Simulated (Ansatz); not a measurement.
# Meshes and cutoff for the phonons of SiC (Moissanite, P6_3mc), part 3 of 4

Wanted: convergence of the phonons of SiC (Moissanite, P6_3mc) against cost.

Ansatz 0.2.0; DFT LDA, scalar-relativistic, plane waves, PAW; PAW set soft_1.

So far. Step 9 (Another k mesh, k-mesh 14×14×8, q mesh 2×2×2): The highest optical mode at the zone centre (no LO-TO term) is 841.1 cm⁻¹, +0.0 cm⁻¹ against the base run. The relaxed cell has a = 3.056, c = 5.016 Å (conventional setting).

## (10) The series together

Times are for 8 threads of Arm Neoverse V1, shared host. Results by setting:

```
no.   k-mesh  lowest mode on the q mesh (acoustic modes at Γ apart) (cm⁻¹)  highest frequency on the path or at a solved wavevector (cm⁻¹)  time  memory (GiB)
  1    6×6×4                                                         194.1                                                           972.9  13 s          0.53
  2    8×8×6                                                         194.4                                                           972.6  26 s          0.79
  3  14×14×8                                                         194.5                                                           972.5  60 s           1.1
```

The runs together. Phonon density of states against wavenumber; read off at these points; values in 1/cm⁻¹/cell:

```
wavenumber (cm⁻¹)    6×6×4    8×8×6  14×14×8
                5        0        0        0
               35   1.1e-4   1.1e-4   1.1e-4
               75   5.7e-4   5.6e-4   5.6e-4
              105  0.00115  0.00115  0.00115
              135  0.00199  0.00199  0.00199
              175  0.00367  0.00367  0.00366
              205  0.00557  0.00557  0.00557
              235  0.00872  0.00873  0.00873
              275   0.0174   0.0174   0.0174
              295   0.0302   0.0303   0.0303
              305   0.0241   0.0241   0.0241
              335   0.0212   0.0212   0.0212
              375   0.0154   0.0154   0.0154
              405   0.0150   0.0150   0.0150
              435   0.0138   0.0138   0.0139
              475  0.00748  0.00743  0.00741
              505  0.00721  0.00725  0.00726
              545   0.0200   0.0202   0.0203
              575   0.0175   0.0175   0.0175
              605  0.00359  0.00342  0.00337
              645        0        0        0
              675        0        0        0
              705        0        0        0
              745  0.00483  0.00382  0.00367
              775   0.0926   0.0927   0.0932
              785    0.118    0.117    0.116
              805   0.0114   0.0121   0.0123
              835   0.0528   0.0529   0.0530
              845   0.0261   0.0268   0.0269
              875   0.0118   0.0118   0.0118
              905  0.00791  0.00791   0.0079
              945  0.00424  0.00422  0.00422
              975   4.0e-5   3.0e-5   3.0e-5
```

The runs together, line C_V. C_V, 6×6×4 = 8×8×6 = 14×14×8 against temperature:

```
temperature (K)  C_V, 6×6×4 = 8×8×6 = 14×14×8 (J/mol-atom/K)
              0                                            0
             50                                        0.296
            100                                         2.34
            150                                         5.26
            200                                         8.28
            250                                         11.1
            300                                         13.5
            350                                         15.5
            400                                         17.0
            450                                         18.3
            500                                         19.3
            550                                         20.1
            600                                         20.8
            650                                         21.3
            700                                         21.8
            750                                         22.1
            800                                         22.4
            850                                         22.7
            900                                         22.9
            950                                         23.1
           1000                                         23.3
```

## (11) Another cutoff, cutoff 170 eV, k-mesh 10×10×6

The cutoff is set to 170 eV on a small fixed q mesh.

Input file input.yaml:

```yaml
crystal:
  lattice:
    - [3.0564521919, 0.0, 0.0]
    - [-1.5282260959, 2.6469652437, 0.0]
    - [0.0, 0.0, 5.0158810915]
  atoms:
    - { symbol: Si, position: [0.3333333333, 0.6666666667, 0.0045896652] }
    - { symbol: Si, position: [0.6666666667, 0.3333333333, 0.5045896652] }
    - { symbol: C, position: [0.3333333333, 0.6666666667, 0.3804103348] }
    - { symbol: C, position: [0.6666666667, 0.3333333333, 0.8804103348] }
kpoints:
  mp_grid: { grid: [10, 10, 6] }
hamiltonian:
  xc: lda
  pseudopotentials: { kind: paw, azcp: { folder: soft_1 }, xc_functional: pbe }
scf:
  occupations: { method: fixed }
output:
  eigenvalues: true
phonons:
  method: dfpt
  qmesh: [2, 2, 2]
  temperatures: { t_max: 1000, t_step: 50 }
  qpath:
    path:
      - [[0.0, 0.0, 0.0], [0.5, 0.0, 0.0], [0.33333333, 0.33333333, 0.0], [0.0, 0.0, 0.0], [0.0, 0.0, 0.5], [0.5, 0.0, 0.5], [0.33333333, 0.33333333, 0.5], [0.0, 0.0, 0.5]]
      - [[0.5, 0.0, 0.5], [0.5, 0.0, 0.0]]
      - [[0.33333333, 0.33333333, 0.5], [0.33333333, 0.33333333, 0.0]]
    npoints: 10
basis:
  ecutwfc: 170
```

Launch:

```sh
$ ansatz run input.yaml --threads 8 --pin off --max-ram 16384MiB --backend cpu --events-out ev --progress --plain --runs-dir out
```

Numbers of over 12 decimals in the logs are rounded to 6 here.

The log of the run:

```text
Warning: basis.ecutwfc = 170 eV is below the records' recommended 420 eV, and the density's cutoff is lower with it unless basis.ecutrho_ratio is high enough to keep the records' density cutoff: compare with a run at a higher cutoff
[...]
Crystal: 4 atoms, lattice volume = 40.580 Å³
Basis set: ecut = 170 eV, 197 PW (Γ), exchange–correlation on 30×30×48 points (8 copies of the dense FFT grid, shifted against one another)
Bands: 12, of which v1, the nominal top of the filled ones, is band 8 counted from 1 (7 counted from 0)
Symmetry: 12 space group operations
k-points: 56 of 600 (time reversal used)
[...]
SCF iter   1: F=—  HF=-1699.889137 eV  |F-HF|=—  |Δ(HF+E_count)|=         —  Δρ=1.14e-1  dr2=5.32e0  ethr=3.10e-3  ⟨swp⟩=5.7  Hψ=3843  notcnv=0  defer=87
[...]
SCF iter   9: F=-1698.107859 eV  HF=-1698.107859 eV  |F-HF|=4.55e-13  |Δ(HF+E_count)|=  8.64e-12  Δρ=1.99e-8  dr2=7.38e-14  ethr=1.00e-12  ⟨swp⟩=6.6  Hψ=3702  notcnv=0
SCF 1 converged in 9 iterations: F = -1698.107859 eV  dr2 = 7.38e-14
[...]
k-points: 172 of 600 (irreducible under 2 space group operations, time reversal used)
[...]
SCF iter   3: F=-1698.107859 eV  HF=-1698.107859 eV  |F-HF|=1.14e-12  |Δ(HF+E_count)|=  1.36e-12  Δρ=5.09e-8  dr2=1.10e-12  ethr=1.00e-12  ⟨swp⟩=1.0  Hψ=4816  notcnv=0
SCF 2 converged in 3 iterations: F = -1698.107859 eV  dr2 = 1.10e-12
[...]
SCF converged after 9 iterations
Free energy (F): -1698.107859 eV
[...]
Internal energy: -1698.107859 eV  (E = F + TS)
E sigma→0 (E₀):  -1698.107859 eV
Fermi energy:    10.252791 eV
[...]
--- Band table (eV; the first three rows and the last of 56) ---
  k-point 0: bands = [... 4 lower, 8.8319, 9.9920, 9.9920, 10.2528, 14.4511, 15.7208, 16.4728, 16.4728]
  k-point 1: bands = [... 4 lower, 8.9167, 9.0392, 9.8739, 9.8739, 14.5673, 16.3238, 16.5111, 16.5111]
  k-point 2: bands = [... 4 lower, 8.8426, 8.8426, 9.5163, 9.5163, 14.9531, 16.3145, 16.7108, 16.7108]
  k-point 55: bands = [... 4 lower, 4.2767, 4.2767, 8.2271, 8.2271, 14.6701, 14.6701, 16.1789, 16.1789]
[...]
ASR residual: 3.416e-6 → 0.000e0 eV/Å²; symmetrization residual: 7.001e-7 eV/Å²
  ASR residual per site (eV/Å²): 3.39e-6 3.39e-6 3.42e-6 3.42e-6
[...]
Unit cell's response to a homogeneous field, on a k mesh of 10×10×6: 2 representative field directions (Σ response iterations 13)
  ε∞ (high-frequency dielectric tensor):
        7.504032     0.000000     0.000000
        0.000000     7.504032     0.000000
        0.000000     0.000000     8.014412
  ε⁰ (static dielectric tensor): not given — the deck does not say what the cell's rigid motions are, and on a molecule in a box or a wire the rigid rotations would enter the sum over the modes at Γ. For a crystal or a slab, whose only rigid motions are the translations, set phonons.rigid_motions: translations.
  Born effective charges Z* (e; rows j = field, columns β = displacement):
    site 0:
         2.67219    0.00000   -0.00000
         0.00000    2.67219   -0.00000
         0.00000    0.00000    2.88370
    site 1:
         2.67219    0.00000    0.00000
         0.00000    2.67219    0.00000
        -0.00000   -0.00000    2.88370
    site 2:
        -2.67219   -0.00000   -0.00000
        -0.00000   -2.67219   -0.00000
         0.00000    0.00000   -2.88370
    site 3:
        -2.67219   -0.00000    0.00000
        -0.00000   -2.67219    0.00000
        -0.00000   -0.00000   -2.88370
  Z* charge neutrality: 1.051e-5 e pre-enforcement
[...]
optical modes at Γ without the LO–TO term, one row a degenerate level:
      ω (cm⁻¹)  modes    IR ((D/Å)²/amu)
        239.59      2             0.0000
        574.61      1             0.0000
        724.70      2             0.0000
        729.50      1            45.6079
        754.86      2            78.3260
        806.17      1             0.0000
  optical modes at Γ + LO–TO along q̂ = [1.0000, 0.0000, 0.0000]:
      ω (cm⁻¹)  modes    IR ((D/Å)²/amu)
        239.59      2             0.0000
        574.61      1             0.0000
        724.70      2             0.0000
        729.50      1            45.6079
        754.86      1            39.1630
        806.17      1             0.0000
        918.75      1            39.1630
  optical modes at Γ + LO–TO along q̂ = [0.0000, 1.0000, 0.0000]:
      ω (cm⁻¹)  modes    IR ((D/Å)²/amu)
        239.59      2             0.0000
        574.61      1             0.0000
        724.70      2             0.0000
        729.50      1            45.6079
        754.86      1            39.1630
        806.17      1             0.0000
        918.75      1            39.1630
  optical modes at Γ + LO–TO along q̂ = [0.0000, 0.0000, 1.0000]:
      ω (cm⁻¹)  modes    IR ((D/Å)²/amu)
        239.59      2             0.0000
        574.61      1             0.0000
        724.70      2             0.0000
        754.86      2            78.3260
        806.17      1             0.0000
        911.74      1            45.6079
--- Phonons (arbitrary-q DFPT): 4 irreducible q on the 2×2×2 mesh ---
[...]
interpolated dispersion: 94 rows × 12 modes
[...]
```

Wall time 10 s (8 threads of Arm Neoverse V1, shared host); peak memory 0.43 GiB; 64 s of CPU time.

The run finished; it serves as a test, and its numbers are not taken as the result.

## (12) Another cutoff, cutoff 230 eV, k-mesh 10×10×6

The cutoff is set to 230 eV on a small fixed q mesh.

input.yaml, as its differences from that of step 11:

```diff
@@ -30,2 +30,2 @@
 basis:
-  ecutwfc: 170
+  ecutwfc: 230
```

The log of the run:

```text
[...]
Crystal: 4 atoms, lattice volume = 40.580 Å³
Basis set: ecut = 230 eV, 313 PW (Γ), exchange–correlation on 32×32×60 points (8 copies of the dense FFT grid, shifted against one another)
Bands: 12, of which v1, the nominal top of the filled ones, is band 8 counted from 1 (7 counted from 0)
Symmetry: 12 space group operations
k-points: 56 of 600 (time reversal used)
[...]
SCF iter   1: F=—  HF=-1705.644669 eV  |F-HF|=—  |Δ(HF+E_count)|=         —  Δρ=1.31e-1  dr2=8.36e0  ethr=3.10e-3  ⟨swp⟩=4.9  Hψ=3891  notcnv=0  defer=93
[...]
SCF iter   9: F=-1702.865428 eV  HF=-1702.865428 eV  |F-HF|=9.09e-13  |Δ(HF+E_count)|=  1.82e-11  Δρ=8.42e-8  dr2=1.19e-12  ethr=1.00e-12  ⟨swp⟩=7.5  Hψ=4209  notcnv=0
SCF 1 converged in 9 iterations: F = -1702.865428 eV  dr2 = 1.19e-12
[...]
k-points: 172 of 600 (irreducible under 2 space group operations, time reversal used)
[...]
SCF iter   3: F=-1702.865428 eV  HF=-1702.865428 eV  |F-HF|=6.82e-13  |Δ(HF+E_count)|=  3.41e-12  Δρ=7.59e-8  dr2=2.00e-12  ethr=1.00e-12  ⟨swp⟩=1.0  Hψ=4816  notcnv=0
SCF 2 converged in 3 iterations: F = -1702.865428 eV  dr2 = 2.00e-12
[...]
SCF converged after 9 iterations
Free energy (F): -1702.865428 eV
[...]
Internal energy: -1702.865428 eV  (E = F + TS)
E sigma→0 (E₀):  -1702.865428 eV
Fermi energy:    9.687901 eV
[...]
--- Band table (eV; the first three rows and the last of 56) ---
  k-point 0: bands = [... 4 lower, 8.4080, 9.6479, 9.6879, 9.6879, 14.5320, 15.9716, 16.3608, 16.3608]
  k-point 1: bands = [... 4 lower, 8.4806, 8.8315, 9.5699, 9.5699, 14.6531, 16.4030, 16.4030, 16.5026]
  k-point 2: bands = [... 4 lower, 8.7138, 8.7138, 9.3010, 9.3010, 15.0328, 16.3708, 16.6051, 16.6051]
  k-point 55: bands = [... 4 lower, 4.1233, 4.1233, 7.9085, 7.9085, 14.6150, 14.6150, 15.8966, 15.8966]
[...]
ASR residual: 4.121e-5 → 0.000e0 eV/Å²; symmetrization residual: 4.269e-7 eV/Å²
  ASR residual per site (eV/Å²): 2.34e-6 2.34e-6 4.12e-5 4.12e-5
[...]
ε∞ (high-frequency dielectric tensor):
        6.981990     0.000000     0.000000
        0.000000     6.981990     0.000000
       -0.000000     0.000000     7.356965
[...]
Born effective charges Z* (e; rows j = field, columns β = displacement):
    site 0:
         2.67620    0.00000    0.00000
         0.00000    2.67620    0.00000
         0.00000    0.00000    2.87193
    site 1:
         2.67620    0.00000   -0.00000
         0.00000    2.67620   -0.00000
        -0.00000   -0.00000    2.87193
    site 2:
        -2.67620   -0.00000   -0.00000
        -0.00000   -2.67620   -0.00000
         0.00000    0.00000   -2.87193
    site 3:
        -2.67620   -0.00000    0.00000
        -0.00000   -2.67620    0.00000
        -0.00000   -0.00000   -2.87193
  Z* charge neutrality: 6.516e-6 e pre-enforcement
[...]
optical modes at Γ without the LO–TO term, one row a degenerate level:
      ω (cm⁻¹)  modes    IR ((D/Å)²/amu)
        252.01      2             0.0000
        608.49      1             0.0000
        787.70      2             0.0000
        788.04      1            45.2364
        816.81      2            78.5608
        850.85      1             0.0000
  optical modes at Γ + LO–TO along q̂ = [1.0000, 0.0000, 0.0000]:
      ω (cm⁻¹)  modes    IR ((D/Å)²/amu)
        252.01      2             0.0000
        608.49      1             0.0000
        787.70      2             0.0000
        788.04      1            45.2364
        816.81      1            39.2804
        850.85      1             0.0000
        981.26      1            39.2804
  optical modes at Γ + LO–TO along q̂ = [0.0000, 1.0000, 0.0000]:
      ω (cm⁻¹)  modes    IR ((D/Å)²/amu)
        252.01      2             0.0000
        608.49      1             0.0000
        787.70      2             0.0000
        788.04      1            45.2364
        816.81      1            39.2804
        850.85      1             0.0000
        981.26      1            39.2804
  optical modes at Γ + LO–TO along q̂ = [0.0000, 0.0000, 1.0000]:
      ω (cm⁻¹)  modes    IR ((D/Å)²/amu)
        252.01      2             0.0000
        608.49      1             0.0000
        787.70      2             0.0000
        816.81      2            78.5608
        850.85      1             0.0000
        971.69      1            45.2364
--- Phonons (arbitrary-q DFPT): 4 irreducible q on the 2×2×2 mesh ---
[...]
interpolated dispersion: 94 rows × 12 modes
[...]
```

Run time: 12 s. Hardware: 8 threads; peak memory 0.44 GiB; 79 s of CPU time.

The run finished; it serves as a test, and its numbers are not taken as the result.

## (13) Another cutoff, cutoff 290 eV, k-mesh 10×10×6

The cutoff is set to 290 eV on a small fixed q mesh.

input.yaml, as its differences from that of step 12:

```diff
@@ -30,2 +30,2 @@
 basis:
-  ecutwfc: 230
+  ecutwfc: 290
```

The log of the run:

```text
[...]
Crystal: 4 atoms, lattice volume = 40.580 Å³
Basis set: ecut = 290 eV, 463 PW (Γ), exchange–correlation on 36×36×60 points (8 copies of the dense FFT grid, shifted against one another)
Bands: 12, of which v1, the nominal top of the filled ones, is band 8 counted from 1 (7 counted from 0)
Symmetry: 12 space group operations
k-points: 56 of 600 (time reversal used)
[...]
SCF iter   1: F=—  HF=-1707.204455 eV  |F-HF|=—  |Δ(HF+E_count)|=         —  Δρ=1.39e-1  dr2=9.47e0  ethr=3.10e-3  ⟨swp⟩=4.2  Hψ=3898  notcnv=0  defer=95
[...]
SCF iter   9: F=-1704.091531 eV  HF=-1704.091531 eV  |F-HF|=4.55e-13  |Δ(HF+E_count)|=  5.14e-11  Δρ=4.46e-8  dr2=5.12e-13  ethr=1.00e-12  ⟨swp⟩=6.5  Hψ=4788  notcnv=0
SCF 1 converged in 9 iterations: F = -1704.091531 eV  dr2 = 5.12e-13
[...]
k-points: 172 of 600 (irreducible under 2 space group operations, time reversal used)
[...]
SCF iter   3: F=-1704.091531 eV  HF=-1704.091531 eV  |F-HF|=4.55e-13  |Δ(HF+E_count)|=  1.82e-12  Δρ=6.97e-8  dr2=1.25e-12  ethr=1.00e-12  ⟨swp⟩=1.0  Hψ=4816  notcnv=0
SCF 2 converged in 3 iterations: F = -1704.091531 eV  dr2 = 1.25e-12
[...]
SCF converged after 9 iterations
Free energy (F): -1704.091531 eV
[...]
Internal energy: -1704.091531 eV  (E = F + TS)
E sigma→0 (E₀):  -1704.091531 eV
Fermi energy:    9.646371 eV
[...]
--- Band table (eV; the first three rows and the last of 56) ---
  k-point 0: bands = [... 4 lower, 8.3255, 9.5551, 9.6464, 9.6464, 14.5521, 16.0286, 16.3252, 16.3252]
  k-point 1: bands = [... 4 lower, 8.3998, 8.8170, 9.5423, 9.5423, 14.6753, 16.3682, 16.3682, 16.5451]
  k-point 2: bands = [... 4 lower, 8.6179, 8.6179, 9.2754, 9.2754, 15.0419, 16.3744, 16.5718, 16.5718]
  k-point 55: bands = [... 4 lower, 4.1006, 4.1006, 7.8458, 7.8458, 14.6042, 14.6042, 15.8578, 15.8578]
[...]
ASR residual: 1.877e-5 → 0.000e0 eV/Å²; symmetrization residual: 4.184e-7 eV/Å²
  ASR residual per site (eV/Å²): 5.10e-6 5.10e-6 1.88e-5 1.88e-5
[...]
ε∞ (high-frequency dielectric tensor):
        6.889512     0.000000     0.000000
        0.000000     6.889512     0.000000
        0.000000    -0.000000     7.259883
[...]
Born effective charges Z* (e; rows j = field, columns β = displacement):
    site 0:
         2.68284    0.00000   -0.00000
         0.00000    2.68284   -0.00000
         0.00000    0.00000    2.88312
    site 1:
         2.68284    0.00000    0.00000
         0.00000    2.68284    0.00000
        -0.00000   -0.00000    2.88312
    site 2:
        -2.68284   -0.00000   -0.00000
        -0.00000   -2.68284   -0.00000
         0.00000    0.00000   -2.88312
    site 3:
        -2.68284   -0.00000    0.00000
        -0.00000   -2.68284    0.00000
        -0.00000   -0.00000   -2.88312
  Z* charge neutrality: 7.455e-6 e pre-enforcement
[...]
optical modes at Γ without the LO–TO term, one row a degenerate level:
      ω (cm⁻¹)  modes    IR ((D/Å)²/amu)
        256.93      2             0.0000
        601.52      1             0.0000
        776.41      2             0.0000
        780.22      1            45.5896
        810.59      2            78.9513
        843.28      1             0.0000
  optical modes at Γ + LO–TO along q̂ = [1.0000, 0.0000, 0.0000]:
      ω (cm⁻¹)  modes    IR ((D/Å)²/amu)
        256.93      2             0.0000
        601.52      1             0.0000
        776.41      2             0.0000
        780.22      1            45.5896
        810.59      1            39.4756
        843.28      1             0.0000
        978.88      1            39.4756
  optical modes at Γ + LO–TO along q̂ = [0.0000, 1.0000, 0.0000]:
      ω (cm⁻¹)  modes    IR ((D/Å)²/amu)
        256.93      2             0.0000
        601.52      1             0.0000
        776.41      2             0.0000
        780.22      1            45.5896
        810.59      1            39.4756
        843.28      1             0.0000
        978.88      1            39.4756
  optical modes at Γ + LO–TO along q̂ = [0.0000, 0.0000, 1.0000]:
      ω (cm⁻¹)  modes    IR ((D/Å)²/amu)
        256.93      2             0.0000
        601.52      1             0.0000
        776.41      2             0.0000
        810.59      2            78.9513
        843.28      1             0.0000
        968.91      1            45.5896
--- Phonons (arbitrary-q DFPT): 4 irreducible q on the 2×2×2 mesh ---
[...]
interpolated dispersion: 94 rows × 12 modes
[...]
```

It took 15 s on 8 threads; peak memory 0.49 GiB.

The run finished; it serves as a test, and its numbers are not taken as the result.

(Part 3 of 4 ends here.)

[Logs are printed without paths, hosts, clocks, repeated set-up lines and the standing remarks that a program may print on its own settings, such as how far it seeks lower states.]

[Hosts, paths, dates, database ids (printed as entryN), source tags and the programs' standing remarks are cut or masked in the printed files.]
